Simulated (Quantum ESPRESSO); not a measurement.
# Al(110), stepped through the number of layers, part 7 of 8

What law, if any, do the results for Al(110) follow against the number of layers?

Quantum ESPRESSO 7.5; plane-wave DFT, PBE, GBRV ultrasoft pseudopotentials.

So far. Step 8 (Relaxation with pw.x, 12 layers): The relaxation lowers the energy by 2 meV an atom. On the free atoms the largest force ends at 0.008 eV/Å. Step 9 (Ground state, 12 layers): Inside the slab this potential holds the local part of the pseudopotentials, which can be repulsive at the nuclei; only its value in the vacuum has a meaning of its own.

### Step 10. Relaxing the ions, 14 layers

System of this step: Al(110), 14 layers. The cell holds 14 atoms: 14 Al. Cell: a = 4.040 Å, b = 2.856 Å, c = 34.525 Å, α = 90.0°, β = 90.0°, γ = 90.0°. It derives from Al. Vacuum lies along c.

Contents of m7.relax.in:

```
&control
  prefix = 'm7.relax'
  outdir = './out'
  pseudo_dir = './pseudo'
  nstep = 40
  forc_conv_thr = 0.001
  calculation = 'relax'
/
&system
  ibrav = 0
  nat = 14
  ntyp = 1
  ecutwfc = 40
  ecutrho = 200
  occupations = 'smearing'
  smearing = 'mv'
  degauss = 0.02
/
&electrons
  conv_thr = 1e-08
  mixing_beta = 0.4
  electron_maxstep = 120
  mixing_mode = 'local-TF'
/
&ions
/
ATOMIC_SPECIES
  Al  26.9815  al_pbe_v1.uspp.F.UPF
CELL_PARAMETERS angstrom
  4.03954959800000 0.00000000000000 0.00000000000000
  0.00000000000000 2.85639291368519 0.00000000000000
  0.00000000000000 0.00000000000000 34.52526840018832
ATOMIC_POSITIONS crystal
  Al  0.500000000000 0.500000000000 0.231116443126
  Al  0.000000000000 0.000000000000 0.272483144183
  Al  0.500000000000 0.500000000000 0.313849845241 0 0 0
  Al  0.000000000000 0.000000000000 0.355216546299 0 0 0
  Al  0.500000000000 0.500000000000 0.396583247356 0 0 0
  Al  0.000000000000 0.000000000000 0.437949948414 0 0 0
  Al  0.500000000000 0.500000000000 0.479316649471 0 0 0
  Al  0.000000000000 0.000000000000 0.520683350529 0 0 0
  Al  0.500000000000 0.500000000000 0.562050051586 0 0 0
  Al  0.000000000000 0.000000000000 0.603416752644 0 0 0
  Al  0.500000000000 0.500000000000 0.644783453701 0 0 0
  Al  0.000000000000 0.000000000000 0.686150154759 0 0 0
  Al  0.500000000000 0.500000000000 0.727516855817
  Al  0.000000000000 0.000000000000 0.768883556874
K_POINTS automatic
  8 12 1 0 0 0
```

Command:

```console
$ OMP_NUM_THREADS=1 mpirun -n 4 pw.x -nk 4 -in m7.relax.in > m7.relax.out
```

What it wrote:

```text
[banner, memory and clock lines left out]
Program PWSCF v.7.5 starts
[...]
Message from routine setup:
[...]
number of electrons       =        42.00
     number of Kohn-Sham states=           25
     kinetic-energy cutoff     =      40.0000  Ry
     charge density cutoff     =     200.0000  Ry
[...]
number of k points=    35  Marzari-Vanderbilt smearing, width (Ry)=  0.0200
[...]
Dense  grid:   128239 G-vectors     FFT dimensions: (  36,  30, 300)
[...]
negative rho (up, down):  2.233E-04 0.000E+00
     Starting wfcs are   56 randomized atomic wfcs
[...]
negative rho (up, down):  1.761E-06 0.000E+00
[...]
estimated scf accuracy    <       1.67542456 Ry
[...]
negative rho (up, down):  2.181E-03 0.000E+00
[...]
estimated scf accuracy    <       1.06939722 Ry
[...]
estimated scf accuracy    <       0.07508237 Ry
[...]
estimated scf accuracy    <       0.01722217 Ry
[...]
negative rho (up, down):  4.852E-04 0.000E+00
[...]
estimated scf accuracy    <       0.03126617 Ry
[...]
negative rho (up, down):  3.798E-04 0.000E+00
[...]
estimated scf accuracy    <       0.04431578 Ry
[...]
estimated scf accuracy    <       0.01824372 Ry
[...]
negative rho (up, down):  6.816E-03 0.000E+00
[...]
estimated scf accuracy    <       0.00464286 Ry
[...]
negative rho (up, down):  2.871E-03 0.000E+00
[...]
estimated scf accuracy    <       0.01772724 Ry
[...]
negative rho (up, down):  5.515E-03 0.000E+00
[...]
estimated scf accuracy    <       0.00044147 Ry
[...]
negative rho (up, down):  2.028E-03 0.000E+00
[...]
estimated scf accuracy    <       0.00972411 Ry
[...]
negative rho (up, down):  2.140E-03 0.000E+00
[...]
estimated scf accuracy    <       0.00177257 Ry
[...]
negative rho (up, down):  2.162E-04 0.000E+00
[...]
estimated scf accuracy    <       0.00085200 Ry
[...]
negative rho (up, down):  2.459E-04 0.000E+00
[...]
estimated scf accuracy    <       0.00013242 Ry
[...]
negative rho (up, down):  2.569E-04 0.000E+00
[...]
estimated scf accuracy    <       0.00010784 Ry
[...]
negative rho (up, down):  2.614E-04 0.000E+00
[...]
estimated scf accuracy    <       0.00003232 Ry
[...]
negative rho (up, down):  2.532E-04 0.000E+00
[...]
estimated scf accuracy    <       0.00000424 Ry
[...]
negative rho (up, down):  2.540E-04 0.000E+00
[...]
estimated scf accuracy    <       0.00000301 Ry
[...]
negative rho (up, down):  2.721E-04 0.000E+00
[...]
estimated scf accuracy    <       0.00000033 Ry
[...]
negative rho (up, down):  2.646E-04 0.000E+00
[...]
estimated scf accuracy    <       0.00000202 Ry
[...]
negative rho (up, down):  2.661E-04 0.000E+00
[...]
estimated scf accuracy    <       0.00000009 Ry
[...]
negative rho (up, down):  2.689E-04 0.000E+00
[...]
the Fermi energy is     2.9768 ev
!    total energy              =     -93.79351917 Ry
     estimated scf accuracy    <          3.0E-09 Ry
     smearing contrib. (-TS)   =      -0.00025075 Ry
     internal energy E=F+TS    =     -93.79326843 Ry
[...]
one-electron contribution =    -987.77034579 Ry
     hartree contribution      =     507.13302950 Ry
     xc contribution           =     -59.79070375 Ry
     ewald contribution        =     446.63475162 Ry
     convergence has been achieved in  22 iterations
     negative rho (up, down):  2.689E-04 0.000E+00
[...]
Total force =     0.013661     Total SCF correction =     0.000047
[...]
negative rho (up, down):  2.672E-04 0.000E+00
[...]
negative rho (up, down):  2.692E-04 0.000E+00
[...]
estimated scf accuracy    <       0.00002335 Ry
[...]
negative rho (up, down):  2.727E-04 0.000E+00
[...]
estimated scf accuracy    <       0.00001107 Ry
[...]
negative rho (up, down):  2.722E-04 0.000E+00
[...]
estimated scf accuracy    <       0.00000093 Ry
[...]
negative rho (up, down):  2.721E-04 0.000E+00
[...]
estimated scf accuracy    <       0.00000093 Ry
[...]
negative rho (up, down):  2.703E-04 0.000E+00
[...]
estimated scf accuracy    <       0.00000130 Ry
[...]
negative rho (up, down):  2.698E-04 0.000E+00
[...]
estimated scf accuracy    <       0.00000005 Ry
[...]
negative rho (up, down):  2.698E-04 0.000E+00
[...]
the Fermi energy is     2.9765 ev
!    total energy              =     -93.79369853 Ry
     estimated scf accuracy    <          1.4E-09 Ry
     smearing contrib. (-TS)   =      -0.00024341 Ry
     internal energy E=F+TS    =     -93.79345511 Ry
[...]
one-electron contribution =    -987.82298142 Ry
     hartree contribution      =     507.15894905 Ry
     xc contribution           =     -59.79231066 Ry
     ewald contribution        =     446.66288792 Ry
     convergence has been achieved in   7 iterations
     negative rho (up, down):  2.698E-04 0.000E+00
[...]
Total force =     0.012599     Total SCF correction =     0.000007
[...]
WARNING: bfgs curvature condition failed, Theta= 0.867
[...]
negative rho (up, down):  2.675E-04 0.000E+00
[...]
negative rho (up, down):  2.703E-04 0.000E+00
[...]
estimated scf accuracy    <       0.00003207 Ry
[...]
negative rho (up, down):  2.740E-04 0.000E+00
[...]
estimated scf accuracy    <       0.00001550 Ry
[...]
negative rho (up, down):  2.733E-04 0.000E+00
[...]
estimated scf accuracy    <       0.00000121 Ry
[...]
negative rho (up, down):  2.734E-04 0.000E+00
[...]
estimated scf accuracy    <       0.00000140 Ry
[...]
negative rho (up, down):  2.721E-04 0.000E+00
[...]
estimated scf accuracy    <       0.00000218 Ry
[...]
negative rho (up, down):  2.704E-04 0.000E+00
[...]
estimated scf accuracy    <       0.00000011 Ry
[...]
negative rho (up, down):  2.706E-04 0.000E+00
[...]
estimated scf accuracy    <       0.00000243 Ry
[...]
negative rho (up, down):  2.703E-04 0.000E+00
[...]
estimated scf accuracy    <       0.00000006 Ry
[...]
negative rho (up, down):  2.703E-04 0.000E+00
[...]
estimated scf accuracy    <       0.00000021 Ry
[...]
negative rho (up, down):  2.704E-04 0.000E+00
[...]
estimated scf accuracy    <       0.00000016 Ry
[...]
negative rho (up, down):  2.705E-04 0.000E+00
[...]
estimated scf accuracy    <       0.00000012 Ry
[...]
negative rho (up, down):  2.707E-04 0.000E+00
[...]
estimated scf accuracy    <       0.00000014 Ry
[...]
negative rho (up, down):  2.709E-04 0.000E+00
[...]
negative rho (up, down):  2.724E-04 0.000E+00
[...]
estimated scf accuracy    <       0.00000269 Ry
[...]
negative rho (up, down):  2.731E-04 0.000E+00
[...]
estimated scf accuracy    <       0.00000192 Ry
[...]
negative rho (up, down):  2.709E-04 0.000E+00
[...]
estimated scf accuracy    <       0.00000471 Ry
[...]
negative rho (up, down):  2.682E-04 0.000E+00
[...]
estimated scf accuracy    <       0.00000124 Ry
[...]
negative rho (up, down):  2.682E-04 0.000E+00
[...]
estimated scf accuracy    <       0.00000052 Ry
[...]
negative rho (up, down):  2.685E-04 0.000E+00
[...]
estimated scf accuracy    <       0.00000041 Ry
[...]
negative rho (up, down):  2.687E-04 0.000E+00
[...]
estimated scf accuracy    <          9.6E-09 Ry
[...]
negative rho (up, down):  2.687E-04 0.000E+00
[...]
estimated scf accuracy    <       0.00000054 Ry
[...]
negative rho (up, down):  2.685E-04 0.000E+00
[...]
estimated scf accuracy    <       0.00000050 Ry
[...]
negative rho (up, down):  2.685E-04 0.000E+00
[...]
estimated scf accuracy    <       0.00000023 Ry
[...]
negative rho (up, down):  2.699E-04 0.000E+00
[...]
estimated scf accuracy    <       0.00000003 Ry
[...]
negative rho (up, down):  2.700E-04 0.000E+00
[...]
estimated scf accuracy    <          1.2E-09 Ry
[...]
negative rho (up, down):  2.700E-04 0.000E+00
[...]
estimated scf accuracy    <          1.6E-09 Ry
[...]
negative rho (up, down):  2.707E-04 0.000E+00
[...]
estimated scf accuracy    <          1.9E-10 Ry
[...]
negative rho (up, down):  2.708E-04 0.000E+00
[...]
estimated scf accuracy    <          2.5E-09 Ry
[...]
negative rho (up, down):  2.710E-04 0.000E+00
[...]
the Fermi energy is     2.9761 ev
!    total energy              =     -93.79411247 Ry
     estimated scf accuracy    <          4.0E-11 Ry
     smearing contrib. (-TS)   =      -0.00022670 Ry
     internal energy E=F+TS    =     -93.79388577 Ry
[...]
one-electron contribution =    -987.99096795 Ry
     hartree contribution      =     507.24202503 Ry
     xc contribution           =     -59.79686398 Ry
     ewald contribution        =     446.75192113 Ry
     convergence has been achieved in  18 iterations
     negative rho (up, down):  2.710E-04 0.000E+00
[...]
Total force =     0.009706     Total SCF correction =     0.000008
[...]
negative rho (up, down):  2.652E-04 0.000E+00
[...]
negative rho (up, down):  2.710E-04 0.000E+00
[...]
estimated scf accuracy    <       0.00010563 Ry
[...]
negative rho (up, down):  2.808E-04 0.000E+00
[...]
estimated scf accuracy    <       0.00005953 Ry
[...]
negative rho (up, down):  2.728E-04 0.000E+00
[...]
estimated scf accuracy    <       0.00000795 Ry
[...]
negative rho (up, down):  2.788E-04 0.000E+00
[...]
estimated scf accuracy    <       0.00000120 Ry
[...]
negative rho (up, down):  2.744E-04 0.000E+00
[...]
estimated scf accuracy    <       0.00000867 Ry
[...]
negative rho (up, down):  2.674E-04 0.000E+00
[...]
estimated scf accuracy    <       0.00000629 Ry
[...]
negative rho (up, down):  2.663E-04 0.000E+00
[...]
estimated scf accuracy    <       0.00000088 Ry
[...]
negative rho (up, down):  2.648E-04 0.000E+00
[...]
estimated scf accuracy    <       0.00000043 Ry
[...]
negative rho (up, down):  2.645E-04 0.000E+00
[...]
estimated scf accuracy    <       0.00000003 Ry
[...]
negative rho (up, down):  2.655E-04 0.000E+00
[...]
estimated scf accuracy    <       0.00000020 Ry
[...]
negative rho (up, down):  2.669E-04 0.000E+00
[...]
estimated scf accuracy    <       0.00000006 Ry
[...]
negative rho (up, down):  2.689E-04 0.000E+00
[...]
estimated scf accuracy    <       0.00000003 Ry
[...]
negative rho (up, down):  2.697E-04 0.000E+00
[...]
estimated scf accuracy    <          2.4E-09 Ry
[...]
negative rho (up, down):  2.697E-04 0.000E+00
[...]
estimated scf accuracy    <          3.9E-09 Ry
[...]
negative rho (up, down):  2.702E-04 0.000E+00
[...]
estimated scf accuracy    <          1.7E-09 Ry
[...]
negative rho (up, down):  2.704E-04 0.000E+00
[...]
estimated scf accuracy    <          3.5E-10 Ry
[...]
negative rho (up, down):  2.705E-04 0.000E+00
[...]
the Fermi energy is     2.9757 ev
!    total energy              =     -93.79439017 Ry
     estimated scf accuracy    <          4.5E-11 Ry
     smearing contrib. (-TS)   =      -0.00021511 Ry
     internal energy E=F+TS    =     -93.79417506 Ry
[...]
one-electron contribution =    -988.16505348 Ry
     hartree contribution      =     507.32868041 Ry
     xc contribution           =     -59.80110829 Ry
     ewald contribution        =     446.84330629 Ry
     convergence has been achieved in  17 iterations
     negative rho (up, down):  2.705E-04 0.000E+00
[...]
Total force =     0.007137     Total SCF correction =     0.000007
[...]
negative rho (up, down):  2.637E-04 0.000E+00
[...]
negative rho (up, down):  2.682E-04 0.000E+00
[...]
estimated scf accuracy    <       0.00028426 Ry
[...]
negative rho (up, down):  2.707E-04 0.000E+00
[...]
estimated scf accuracy    <       0.00014211 Ry
[...]
negative rho (up, down):  2.655E-04 0.000E+00
[...]
estimated scf accuracy    <       0.00001214 Ry
[...]
negative rho (up, down):  2.724E-04 0.000E+00
[...]
estimated scf accuracy    <       0.00000248 Ry
[...]
negative rho (up, down):  2.640E-04 0.000E+00
[...]
estimated scf accuracy    <       0.00003383 Ry
[...]
negative rho (up, down):  2.568E-04 0.000E+00
[...]
estimated scf accuracy    <       0.00001576 Ry
[...]
negative rho (up, down):  2.567E-04 0.000E+00
[...]
estimated scf accuracy    <       0.00000151 Ry
[...]
negative rho (up, down):  2.570E-04 0.000E+00
[...]
estimated scf accuracy    <       0.00000108 Ry
[...]
negative rho (up, down):  2.582E-04 0.000E+00
[...]
estimated scf accuracy    <       0.00000036 Ry
[...]
negative rho (up, down):  2.579E-04 0.000E+00
[...]
estimated scf accuracy    <       0.00000028 Ry
[...]
negative rho (up, down):  2.584E-04 0.000E+00
[...]
estimated scf accuracy    <       0.00000013 Ry
[...]
negative rho (up, down):  2.597E-04 0.000E+00
[...]
estimated scf accuracy    <       0.00000018 Ry
[...]
negative rho (up, down):  2.630E-04 0.000E+00
[...]
estimated scf accuracy    <       0.00000011 Ry
[...]
negative rho (up, down):  2.632E-04 0.000E+00
[...]
estimated scf accuracy    <       0.00000005 Ry
[...]
negative rho (up, down):  2.633E-04 0.000E+00
[...]
estimated scf accuracy    <       0.00000001 Ry
[...]
negative rho (up, down):  2.633E-04 0.000E+00
[...]
estimated scf accuracy    <          2.3E-09 Ry
[...]
negative rho (up, down):  2.633E-04 0.000E+00
[...]
estimated scf accuracy    <          1.5E-09 Ry
[...]
negative rho (up, down):  2.636E-04 0.000E+00
[...]
estimated scf accuracy    <          1.4E-09 Ry
[...]
negative rho (up, down):  2.639E-04 0.000E+00
[...]
estimated scf accuracy    <          3.4E-10 Ry
[...]
negative rho (up, down):  2.639E-04 0.000E+00
[...]
estimated scf accuracy    <          7.6E-10 Ry
[...]
negative rho (up, down):  2.639E-04 0.000E+00
[...]
estimated scf accuracy    <          8.8E-10 Ry
[...]
negative rho (up, down):  2.640E-04 0.000E+00
[...]
estimated scf accuracy    <          6.7E-10 Ry
[...]
negative rho (up, down):  2.640E-04 0.000E+00
[...]
estimated scf accuracy    <          5.9E-10 Ry
[...]
negative rho (up, down):  2.640E-04 0.000E+00
[...]
estimated scf accuracy    <          4.9E-10 Ry
[...]
negative rho (up, down):  2.640E-04 0.000E+00
[...]
estimated scf accuracy    <          3.5E-10 Ry
[...]
negative rho (up, down):  2.640E-04 0.000E+00
[...]
```

Wall time 12 min (4 MPI ranks of Arm Neoverse V1, shared host); peak memory 0.8 GiB.

The steps of the relaxation:

```
step  energy less that of the first step (eV)  largest force (eV/Å)
   1                                   0.0000                0.1777
   2                                  -0.0024                0.1654
   3                                  -0.0049                0.1516
   4                                  -0.0081                0.1310
   5                                  -0.0119                0.0996
   6                                  -0.0153                0.0514
   7                                  -0.0162                0.0105
```

The atoms that moved most (Å):

```csv
atom,dx,dy,dz,length
Al14,0.000,0.000,-0.048,0.048
Al1,0.000,0.000,0.048,0.048
Al13,0.000,0.000,0.044,0.044
Al2,0.000,0.000,-0.044,0.044
```

The relaxation lowers the energy by 1 meV an atom. On the free atoms the largest force ends at 0.011 eV/Å.

This step gave:

```
free energy  : -1276.1421 eV
Fermi energy : 2.975 eV
```

(Part 7 of 8 ends here.)

[Logs are printed without paths, hosts, clocks, repeated set-up lines and the standing remarks that a program may print on its own settings, such as how far it seeks lower states.]

[Hosts, paths, dates, database ids (printed as entryN), source tags and the programs' standing remarks are cut or masked in the printed files.]

[Maps of the electrostatic potential energy from Ansatz leave out the sawtooth potential of an applied field or a dipole correction, so their vacuum need not be flat; planar profiles and work functions include it.]
